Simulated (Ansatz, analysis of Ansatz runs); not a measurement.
## Migration in YScO3 (Pnma): V_O hop (2.8 Å), charge +2

Aim: the barrier of one jump in YScO3 (Pnma) at charge +2: V_O hop (2.8 Å). The model is a cell of 40 host atoms with 1 O taken out; O is the atom that moves.

Program: Ansatz 0.2.0. Level of theory: plane-wave PAW DFT, LDA; nudged elastic band between two relaxed defect structures at fixed charge in a uniform background. Results are calculated unless marked as measured.

**1. The structure**

The cell holds 39 atoms: 8 Y, 8 Sc and 23 O. Cell: a = 9.434 Å, b = 7.769 Å, c = 9.607 Å, α = 64.8°, β = 48.2°, γ = 67.1°. It derives from YScO3 (space group Pnma). Nearest the centre at fractional (0.438, 0.972, 0.903): O18 at 1.42 Å, Sc16 at 1.50 Å, Y4 at 1.92 Å, Y7 at 2.45 Å, O20 at 2.46 Å, O23 at 2.53 Å, O30 at 2.59 Å, Sc9 at 2.79 Å. The cell carries charge +2.

Coordinates:

```xyz
39
Lattice="0.0000 7.7756 5.3416 5.6413 0.0000 5.3416 5.6413 7.7756 0.0000" Properties=species:S:1:pos:R:3 pbc="T T T"
Y     5.2743    5.8317    5.2329
Y     5.2743   13.6074    5.2329
Y     3.1877    1.9439    2.5621
Y     8.8291    9.7196    7.9037
Y     2.4536    5.8317    2.7795
Y     8.0949   13.6074    8.1212
Y     6.0084    1.9439    5.4503
Y     6.0084    9.7196    5.4503
Sc    5.6413    7.7756    2.6708
Sc    5.6413    7.7756    8.0124
Sc    2.8207    3.8878    0.0000
Sc    2.8207    3.8878    5.3416
Sc    8.4620    7.7756    5.3416
Sc    2.8207    7.7756    5.3416
Sc    5.6413    3.8878    2.6708
Sc    0.0000    3.8878    2.6708
O     5.3251    9.7196    8.7056
O     4.5466    3.3604    6.3613
O     4.5466   11.1361    6.3613
O    10.1880    8.3030    6.3613
O     4.5466    8.3030    6.3613
O     3.9154    4.4152    3.6905
O     9.5568   12.1909    9.0321
O     3.9154    7.2482    3.6905
O     9.5568   15.0239    9.0321
O     8.7783    5.8317    6.0348
O     3.1369    5.8317    6.0348
O     8.1458    9.7196    4.6484
O     2.5044    9.7196    4.6484
O     1.7259    3.3604    1.6511
O     7.3673   11.1361    6.9927
O     1.7259    0.5274    1.6511
O     7.3673    8.3030    6.9927
O     6.7361    4.4152    4.3219
O     6.7361   12.1909    4.3219
O     6.7361    7.2482    4.3219
O     1.0947    7.2482    4.3219
O     5.9576    5.8317    1.9776
O     5.9576    5.8317    7.3192
```

The cell's shortest repeat is 7.8 Å.

**2. Relaxation of the start point, charge +2**

A barrier is counted from a minimum, so both ends are relaxed first. Small random displacements break the symmetry of the ideal sites, so that the defect can distort if it gains by it. The charge of +2 is set by the electron count, and a uniform background keeps the cell neutral.

Input file qp2.start/input.yaml:

```yaml
crystal:
  lattice:
    - [0.0, 7.77564712, 5.34161922]
    - [5.64134763, 0.0, 5.34161922]
    - [5.64134763, 7.77564712, 0.0]
  atoms:
    - { symbol: "Y", position: [0.39735706, 0.58228854, 0.35264294] }
    - { symbol: "Y", position: [0.89735706, 0.08228854, 0.85264294] }
    - { symbol: "Y", position: [0.08228854, 0.39735706, 0.16771146] }
    - { symbol: "Y", position: [0.58228854, 0.89735706, 0.66771146] }
    - { symbol: "Y", position: [0.41771146, 0.10264294, 0.33228854] }
    - { symbol: "Y", position: [0.91771146, 0.60264294, 0.83228854] }
    - { symbol: "Y", position: [0.10264294, 0.91771146, 0.14735706] }
    - { symbol: "Y", position: [0.60264294, 0.41771146, 0.64735706] }
    - { symbol: Sc, position: [0.25, 0.25, 0.75] }
    - { symbol: Sc, position: [0.75, 0.75, 0.25] }
    - { symbol: Sc, position: [0.0, 0.0, 0.5] }
    - { symbol: Sc, position: [0.5, 0.5, 0.0] }
    - { symbol: Sc, position: [0.25, 0.75, 0.75] }
    - { symbol: Sc, position: [0.75, 0.25, 0.25] }
    - { symbol: Sc, position: [0.0, 0.5, 0.5] }
    - { symbol: Sc, position: [0.5, 0.0, 0.0] }
    - { symbol: O, position: [0.9679132, 0.66185626, 0.2820868] }
    - { symbol: O, position: [0.40856091, 0.7823334, 0.02361216] }
    - { symbol: O, position: [0.90856091, 0.2823334, 0.52361216] }
    - { symbol: O, position: [0.22638784, 0.96450647, 0.84143909] }
    - { symbol: O, position: [0.72638784, 0.46450647, 0.34143909] }
    - { symbol: O, position: [0.2823334, 0.40856091, 0.28549353] }
    - { symbol: O, position: [0.7823334, 0.90856091, 0.78549353] }
    - { symbol: O, position: [0.46450647, 0.22638784, 0.4676666] }
    - { symbol: O, position: [0.96450647, 0.72638784, 0.9676666] }
    - { symbol: O, position: [0.16185626, 0.9679132, 0.58814374] }
    - { symbol: O, position: [0.66185626, 0.4679132, 0.08814374] }
    - { symbol: O, position: [0.33814374, 0.5320868, 0.91185626] }
    - { symbol: O, position: [0.83814374, 0.0320868, 0.41185626] }
    - { symbol: O, position: [0.2176666, 0.09143909, 0.21450647] }
    - { symbol: O, position: [0.7176666, 0.59143909, 0.71450647] }
    - { symbol: O, position: [0.03549353, 0.27361216, 0.0323334] }
    - { symbol: O, position: [0.53549353, 0.77361216, 0.5323334] }
    - { symbol: O, position: [0.09143909, 0.7176666, 0.47638784] }
    - { symbol: O, position: [0.59143909, 0.2176666, 0.97638784] }
    - { symbol: O, position: [0.27361216, 0.53549353, 0.65856091] }
    - { symbol: O, position: [0.77361216, 0.03549353, 0.15856091] }
    - { symbol: O, position: [0.0320868, 0.33814374, 0.7179132] }
    - { symbol: O, position: [0.5320868, 0.83814374, 0.2179132] }
total_charge: 2
basis:
  ecutwfc: 420
  xc_grid: 2
hamiltonian:
  xc: lda
kpoints:
  mp_grid: { grid: [1, 1, 1] }
scf:
  occupations: { method: fixed }
  max_iter: 100
output:
  forces: true
relax:
  f_tol: 0.015
  max_steps: 70
  random_displacement: { amplitude: 0.03, seed: 8788 }
```

The run is started by

```console
$ ansatz run input.yaml --threads 4 --pin off --max-ram 7536MiB --backend cpu --events-out ev --progress --plain --runs-dir out
```

Numbers of over 12 decimals in the logs are rounded to 6 here.

What it wrote:

```text
[... repeated set-up lines and file paths are left out, and long positions are rounded to six places ...]
The last accepted step is kept in <dir> (removed where the run ends without a failure and the disk answers)
Engine: ansatz 0.2.0, aarch64-unknown-linux-gnu
Pseudopotentials: kind: paw
Pseudopotential: Y, paw, valence charge 11, recommended cutoff 420 eV (normal), Y.paw.azcp
Pseudopotential: Sc, paw, valence charge 11, recommended cutoff 420 eV (normal), Sc.paw.azcp
Pseudopotential: O, paw, valence charge 6, recommended cutoff 420 eV (normal), O.paw.azcp
Functional definition: SPW92
  exchange = slater_x
  correlation = pw_c
Crystal: 39 atoms, lattice volume = 468.622 Å³
Basis set: ecut = 420 eV, 9099 PW (Γ), exchange–correlation on 128×108×144 points (8 copies of the dense FFT grid, shifted against one another)
Bands: 195, of which v1, the nominal top of the filled ones, is band 156 counted from 1 (155 counted from 0)
Symmetry: 1 space group operations
k-points: 1
Non-local potential: Y, projectors of the file, l = 0: 3, l = 1: 2, l = 2: 2, l = 3: 1
Non-local potential: Sc, projectors of the file, l = 0: 3, l = 1: 2, l = 2: 3, l = 3: 1
Non-local potential: O, projectors of the file, l = 0: 2, l = 1: 2, l = 2: 1
PAW form: soft (Blöchl's): semilocal exchange-correlation on the pseudo side does not see the compensation charge
PAW frozen core: Y, regenerated for the run's functional, and the local potential with it (the file was generated under x = pbe(κ = 0.804, μ = 0.219515), c = pbe(β = 0.066725))
PAW frozen core: Sc, regenerated for the run's functional, and the local potential with it (the file was generated under x = pbe(κ = 0.804, μ = 0.219515), c = pbe(β = 0.066725))
PAW frozen core: O, regenerated for the run's functional, and the local potential with it (the file was generated under x = pbe(κ = 0.804, μ = 0.219515), c = pbe(β = 0.066725))
PAW one-centre angular grid: Y, 590 points (default); XC on 64 Gauss nodes
PAW one-centre angular grid: Sc, 590 points (default); XC on 64 Gauss nodes
PAW one-centre angular grid: O, 110 points (default); XC on 64 Gauss nodes
Initial density: superposition of atomic densities (neutral atoms scaled as one to the charged cell's electrons: chi_scale 0, normalization atom), corrected by the library's trained network
Initial wavefunctions: pseudopotential atomic-orbital guess
Functional: x = slater, c = lda
SCF iter   1: F=—  HF=-59554.542747 eV  |F-HF|=—  |Δ(HF+E_count)|=         —  Δρ=1.72e-2  dr2=6.13e0  ethr=1.77e-3  ⟨swp⟩=4.0  Hψ=619  notcnv=0  defer=35
preconditioner: auto → Resta (q_TF=auto, 2.549 Å⁻¹)  ε∞=3.9  [insulator: Δε(μ)=3.024 eV  Ē_g=16.798 eV  n_scr=126 (ndim 8)  ℏωp=28.7 eV  f_vac=0.000  ε∞_Penn≈3.9]
SCF iter   2: F=—  HF=-59553.077425 eV  |F-HF|=—  |Δ(HF+E_count)|=    1.47e0  Δρ=1.07e-2  dr2=1.82e0  ethr=1.77e-3  ⟨swp⟩=3.0  Hψ=214  notcnv=0  defer=37
SCF iter   3: F=—  HF=-59552.483362 eV  |F-HF|=—  |Δ(HF+E_count)|=   5.94e-1  Δρ=6.42e-3  dr2=1.93e-1  ethr=5.83e-4  ⟨swp⟩=3.0  Hψ=325  notcnv=0  defer=37
SCF iter   4: F=—  HF=-59552.451309 eV  |F-HF|=—  |Δ(HF+E_count)|=   3.21e-2  Δρ=3.97e-3  dr2=6.56e-2  ethr=6.18e-5  ⟨swp⟩=3.0  Hψ=304  notcnv=0  defer=37
SCF iter   5: F=—  HF=-59552.438321 eV  |F-HF|=—  |Δ(HF+E_count)|=   1.30e-2  Δρ=6.33e-4  dr2=2.45e-3  ethr=2.10e-5  ⟨swp⟩=2.0  Hψ=251  notcnv=0  defer=37
SCF iter   6: F=—  HF=-59552.439600 eV  |F-HF|=—  |Δ(HF+E_count)|=   1.28e-3  Δρ=2.96e-4  dr2=3.99e-4  ethr=7.85e-7  ⟨swp⟩=2.0  Hψ=278  notcnv=0  defer=37
SCF iter   7: F=—  HF=-59552.439608 eV  |F-HF|=—  |Δ(HF+E_count)|=   8.75e-6  Δρ=1.46e-4  dr2=8.75e-5  ethr=1.28e-7  ⟨swp⟩=2.0  Hψ=252  notcnv=0  defer=37
SCF iter   8: F=-59552.439603 eV  HF=-59552.439604 eV  |F-HF|=1.13e-6  |Δ(HF+E_count)|=   4.00e-6  Δρ=2.51e-5  dr2=3.63e-6  ethr=1.80e-9  ⟨swp⟩=3.0  Hψ=632  notcnv=0
SCF 1 converged in 8 iterations: F = -59552.439603 eV  dr2 = 3.63e-6
  greatest PAW one-centre occupation: 0.998 electrons in one spin orbital (limit 2), on the Sc atom at site 12 (counted from 0), in its partial waves of l = 0
relax step   1: F+E_penalty+E_count = -59552.43960325 eV  Δ(F+E_penalty+E_count) = +0.000e0 eV  max|allowed force component| = 4.203e0 eV/Å  Δτ_max = 0.0000 Å  (8 SCF iters, dr2 threshold 5.63e-6 eV, accepted)
[... the SCF cycles and remarks between the steps are left out from here to the last step ...]
relax step   2: F+E_penalty+E_count = -59554.29708305 eV  Δ(F+E_penalty+E_count) = -1.857e0 eV  max|allowed force component| = 1.274e0 eV/Å  Δτ_max = 0.1989 Å  (7 SCF iters, dr2 threshold 1.00e-4 eV, accepted)
relax step   3: F+E_penalty+E_count = -59554.92663802 eV  Δ(F+E_penalty+E_count) = -6.296e-1 eV  max|allowed force component| = 4.414e-1 eV/Å  Δτ_max = 0.2000 Å  (7 SCF iters, dr2 threshold 1.00e-4 eV, accepted)
relax step   4: F+E_penalty+E_count = -59554.98354298 eV  Δ(F+E_penalty+E_count) = -5.690e-2 eV  max|allowed force component| = 2.102e-1 eV/Å  Δτ_max = 0.2000 Å  (7 SCF iters, dr2 threshold 1.79e-5 eV, accepted)
relax step   5: F+E_penalty+E_count = -59555.02477342 eV  Δ(F+E_penalty+E_count) = -4.123e-2 eV  max|allowed force component| = 4.470e-2 eV/Å  Δτ_max = 0.0697 Å  (7 SCF iters, dr2 threshold 5.30e-6 eV, accepted)
SCF iter   1: F=—  HF=-59555.024950 eV  |F-HF|=—  |Δ(HF+E_count)|=         —  Δρ=6.19e-4  dr2=1.45e-3  ethr=5.47e-6  ⟨swp⟩=3.0  Hψ=312  notcnv=0  defer=37
SCF iter   2: F=—  HF=-59555.024597 eV  |F-HF|=—  |Δ(HF+E_count)|=   3.53e-4  Δρ=2.98e-4  dr2=3.18e-4  ethr=4.66e-7  ⟨swp⟩=2.0  Hψ=256  notcnv=0  defer=37
SCF iter   3: F=—  HF=-59555.024520 eV  |F-HF|=—  |Δ(HF+E_count)|=   7.72e-5  Δρ=1.53e-4  dr2=9.43e-5  ethr=1.02e-7  ⟨swp⟩=2.0  Hψ=278  notcnv=0  defer=33
SCF iter   4: F=—  HF=-59555.025647 eV  |F-HF|=—  |Δ(HF+E_count)|=   1.13e-3  Δρ=3.40e-5  dr2=4.83e-6  ethr=3.02e-8  ⟨swp⟩=2.0  Hψ=250  notcnv=0  defer=33
SCF iter   5: F=—  HF=-59555.025647 eV  |F-HF|=—  |Δ(HF+E_count)|=   9.16e-7  Δρ=8.29e-6  dr2=2.73e-7  ethr=1.55e-9  ⟨swp⟩=2.0  Hψ=309  notcnv=0  defer=33
SCF iter   6: F=—  HF=-59555.025647 eV  |F-HF|=—  |Δ(HF+E_count)|=   1.13e-9  Δρ=5.24e-6  dr2=1.07e-7  ethr=3.21e-11  ⟨swp⟩=4.0  Hψ=570  notcnv=0
SCF iter   7: F=-59555.025647 eV  HF=-59555.025647 eV  |F-HF|=2.04e-9  |Δ(HF+E_count)|=   1.72e-8  Δρ=1.47e-6  dr2=7.43e-9  ethr=3.21e-11  ⟨swp⟩=4.0  Hψ=495  notcnv=0
SCF 6 converged in 7 iterations: F = -59555.025647 eV  dr2 = 7.43e-9
relax step   6: F+E_penalty+E_count = -59555.02564652 eV  Δ(F+E_penalty+E_count) = -8.731e-4 eV  max|allowed force component| = 1.238e-2 eV/Å  Δτ_max = 0.0096 Å  (7 SCF iters, accepted)
SCF converged after 7 iterations
Free energy (F): -59555.025647 eV
Harris-Foulkes:  -59555.025647 eV  (|F-HF|=2.04e-9)
Internal energy: -59555.025647 eV  (E = F + TS)
E sigma→0 (E₀):  -59555.025647 eV
Fermi energy:    9.499422 eV
--- Per-component energies (eV) ---
  E_band       = -1487.047096
  E_kinetic    = 8584.069297
  E_local      = -16775.919421  (includes V_loc(G=0)·N_el)
  E_nonlocal   = 2228.464003
  E_hartree    = 5746.146465
  E_xc         = -3894.672307
  E_vxc        = -4798.653193  (∫ρ·V_xc dr)
  E_paw        = -32447.528520  (= ΣΔE_a)
  E_vpaw       = -2217.358773  (= ΣTr[D̂ρ^β])
  E_aug_tail   = 0.057980  (compensation charges beyond the density's cutoff)
  E_ewald      = -23002.948406
  E_core_change = 7.305263  (= ΣΔE_core)
  E_smearing   = -0.000000  (= −TS)
  E_closure    = 0.000000  (closes the sum)
  E_deformation_potential = 41.989882  (in the stress; not in F)
  Σ components = -59555.025647   (vs F -59555.025647, Δ=0.00e0)
--- Forces (eV/Å), atoms counted from 1 ---
  atom   1  Y     -0.00194078    -0.00224653     0.00498726
  atom   2  Y     -0.00130465    -0.00240481     0.00351826
  atom   3  Y     -0.00100841     0.00288324    -0.00359004
  atom   4  Y      0.00475715    -0.00079693     0.00164318
  atom   5  Y     -0.00016413    -0.00477028     0.00226012
  atom   6  Y      0.00395393     0.00001402     0.00353950
  atom   7  Y     -0.00001337    -0.00245808     0.00229271
  atom   8  Y     -0.00317783     0.00456784    -0.00326929
  atom   9  Sc     0.00244419     0.00305661    -0.00330385
  atom  10  Sc    -0.00073128     0.00644161    -0.00246290
  atom  11  Sc    -0.00211280     0.00209656    -0.00276959
  atom  12  Sc    -0.00200387    -0.01237741     0.00318307
  atom  13  Sc     0.00144792     0.00631529     0.00312066
  atom  14  Sc     0.00011811     0.00598613     0.00040637
  atom  15  Sc     0.00404149    -0.00684931     0.00117665
  atom  16  Sc     0.00237727    -0.00628534    -0.00208128
  atom  17  O      0.00097518     0.00141971    -0.00112506
  atom  18  O      0.00087867     0.00828057    -0.00193568
  atom  19  O     -0.00080715     0.00147262    -0.00217210
  atom  20  O      0.00045694    -0.00102550    -0.00055477
  atom  21  O      0.00014854    -0.00246620    -0.00022256
  atom  22  O      0.00103758     0.00072472     0.00285236
  atom  23  O     -0.00102309     0.00114290     0.00345969
  atom  24  O      0.00042461     0.00021868     0.00196153
  atom  25  O      0.00157062    -0.00221733     0.00130440
  atom  26  O     -0.00136516    -0.00016207    -0.00174870
  atom  27  O      0.00080394     0.00005039    -0.00135427
  atom  28  O     -0.00007052     0.00084041    -0.00042805
  atom  29  O      0.00168269     0.00100677     0.00197297
  atom  30  O     -0.00080395     0.00014993    -0.00113921
  atom  31  O     -0.00273214     0.00154248     0.00050942
  atom  32  O      0.00004889    -0.00290612    -0.00150653
  atom  33  O     -0.00100677    -0.00277175    -0.00022808
  atom  34  O     -0.00153433     0.00154422     0.00089366
  atom  35  O      0.00116652    -0.00086384    -0.00330471
  atom  36  O     -0.00352659     0.00040863    -0.00143846
  atom  37  O      0.00018043     0.00174933     0.00072057
  atom  38  O     -0.00272550    -0.00059467    -0.00326064
  atom  39  O     -0.00043984    -0.00071746    -0.00189812
  max |Σ_I F_I| component: 2.25e-5 eV/Å
--- Relaxed structure (6 steps of the walk, 6 accepted, 0 SCFs on fresh bases) ---
  F+E_penalty+E_count = -59555.02564652 eV   max|allowed force component| = 1.238e-2 eV/Å
  atoms:
    - { symbol: Y, position: [0.407515, 0.565737, 0.370826] }
    - { symbol: Y, position: [0.879123, 0.094182, 0.842351] }
    - { symbol: Y, position: [0.079321, 0.391627, 0.170449] }
    - { symbol: Y, position: [0.587164, 0.890583, 0.662754] }
    - { symbol: Y, position: [0.417845, 0.094072, 0.356430] }
    - { symbol: Y, position: [0.893649, 0.618463, 0.831886] }
    - { symbol: Y, position: [0.110826, 0.918721, 0.139117] }
    - { symbol: Y, position: [0.606066, 0.440628, 0.643764] }
    - { symbol: Sc, position: [0.217734, 0.253523, 0.754909] }
    - { symbol: Sc, position: [0.760960, 0.753916, 0.241350] }
    - { symbol: Sc, position: [0.005627, -0.002307, 0.492104] }
    - { symbol: Sc, position: [0.489818, 0.499327, 0.010435] }
    - { symbol: Sc, position: [0.239438, 0.749676, 0.760147] }
    - { symbol: Sc, position: [0.757720, 0.245538, 0.244148] }
    - { symbol: Sc, position: [0.008558, 0.506294, 0.488861] }
    - { symbol: Sc, position: [0.495010, -0.023712, 0.032157] }
    - { symbol: O, position: [0.973434, 0.661666, 0.276416] }
    - { symbol: O, position: [0.418635, 0.794107, 0.002081] }
    - { symbol: O, position: [0.912524, 0.284334, 0.520201] }
    - { symbol: O, position: [0.247642, 0.964948, 0.831289] }
    - { symbol: O, position: [0.729561, 0.467202, 0.337366] }
    - { symbol: O, position: [0.293157, 0.398628, 0.298910] }
    - { symbol: O, position: [0.760621, 0.927664, 0.773018] }
    - { symbol: O, position: [0.476856, 0.211435, 0.489276] }
    - { symbol: O, position: [0.951011, 0.740686, 0.956809] }
    - { symbol: O, position: [0.155781, 0.968720, 0.593564] }
    - { symbol: O, position: [0.656402, 0.468257, 0.093994] }
    - { symbol: O, position: [0.329892, 0.540486, 0.919997] }
    - { symbol: O, position: [0.844838, 0.022941, 0.405003] }
    - { symbol: O, position: [0.215747, 0.087412, 0.204607] }
    - { symbol: O, position: [0.720097, 0.590645, 0.713452] }
    - { symbol: O, position: [0.045248, 0.257763, 0.034172] }
    - { symbol: O, position: [0.536429, 0.774289, 0.529819] }
    - { symbol: O, position: [0.100679, 0.707440, 0.489126] }
    - { symbol: O, position: [0.579103, 0.230219, 0.946613] }
    - { symbol: O, position: [0.303058, 0.506103, 0.670920] }
    - { symbol: O, position: [0.760563, 0.047431, 0.149195] }
    - { symbol: O, position: [0.016763, 0.343680, 0.724586] }
    - { symbol: O, position: [0.525224, 0.835117, 0.233205] }
```

Wall time 13 s (4 threads of Arm Neoverse V1, shared host); peak memory 0.6 GiB; 46 s of CPU time.

Relaxation path:

| step | energy less that of the first step (eV) | largest force component (eV/Å) |
| --- | --- | --- |
| 1 | 0.0000 | 4.2026 |
| 2 | -1.8575 | 1.2741 |
| 3 | -2.4870 | 0.4414 |
| 4 | -2.5439 | 0.2102 |
| 5 | -2.5852 | 0.0447 |
| 6 | -2.5860 | 0.0124 |

The atoms that moved most (Å, from the sites as typed, ahead of the random displacement, the mean shift of all atoms taken out):

| atom | dx | dy | dz | length |
| --- | --- | --- | --- | --- |
| O35 | -0.098 | -0.326 | 0.006 | 0.341 |
| O36 | -0.097 | 0.326 | 0.005 | 0.340 |
| O24 | 0.037 | 0.265 | -0.009 | 0.268 |
| O23 | 0.036 | -0.265 | -0.009 | 0.267 |
| Sc16 | 0.047 | 0.212 | -0.149 | 0.263 |
| Sc9 | 0.047 | -0.212 | -0.149 | 0.263 |
| Y1 | 0.008 | 0.221 | -0.030 | 0.224 |
| Y2 | 0.008 | -0.221 | -0.029 | 0.223 |

Final coordinates:

```xyz
39
Lattice="0.0000 7.7756 5.3416 5.6413 0.0000 5.3416 5.6413 7.7756 0.0000" Properties=species:S:1:pos:R:3 pbc="T T T"
Y     5.2835    6.0521    5.1987
Y     5.2833   13.3856    5.1990
Y     3.1709    1.9421    2.5156
Y     8.7629    9.7189    7.8936
Y     2.5414    6.0205    2.7345
Y     8.1819   13.4171    8.0771
Y     5.9676    1.9435    5.4994
Y     6.1174    9.7182    5.5910
Sc    5.6889    7.5629    2.5173
Sc    5.6146    7.7936    8.0919
Sc    2.7631    3.8702    0.0177
Sc    2.8757    3.8898    5.2836
Sc    8.5174    7.7724    5.2835
Sc    2.7625    7.7902    5.3590
Sc    5.6140    3.8678    2.7501
Sc    0.0476    4.0991    2.5175
O     5.2920    9.7184    8.7341
O     4.4916    3.2713    6.4780
O     4.5387   11.1404    6.3932
O    10.1332    8.3894    6.4772
O     4.5388    8.2961    6.3927
O     3.9351    4.6037    3.6953
O     9.5941   11.9250    9.0182
O     3.9530    7.5123    3.6766
O     9.5762   14.8345    9.0364
O     8.8134    5.8266    6.0067
O     3.1719    5.8348    6.0075
O     8.2391    9.7187    4.6492
O     2.4142    9.7183    4.6353
O     1.6474    3.2685    1.6194
O     7.3569   11.1468    7.0015
O     1.6469    0.6175    1.6186
O     7.3569    8.2908    7.0014
O     6.7502    4.5861    4.3167
O     6.6389   11.8634    4.3231
O     6.6400    7.5733    4.3222
O     1.1092    7.0740    4.3160
O     6.0265    5.7645    1.9254
O     6.0268    5.8973    7.2664
```

Neighbours of O18 at the end:

| atom | distance (Å) |
| --- | --- |
| Sc16 | 2.007 |
| Sc12 | 2.102 |
| Y7 | 2.213 |
| Y4 | 2.376 |
| O20 | 2.658 |
| O23 | 2.741 |
| O31 | 2.827 |
| O30 | 2.839 |

This step gave:

```yaml
free_energy: -59555.0256 eV
largest_move_from_the_ideal_geometry_of_this_structure_a_common_shift_of_the_far_atoms_taken_out: 0.3428 Å
```

The relaxation gained 2.586 eV and ended with a largest force component of 0.012 eV/Å.

(Part 1 of 4 ends here.)

[Logs are printed without paths, hosts, clocks, repeated set-up lines and the standing remarks that a program may print on its own settings, such as how far it seeks lower states.]

[Hosts, paths, dates, database ids (printed as entryN), source tags and the programs' standing remarks are cut or masked in the printed files.]
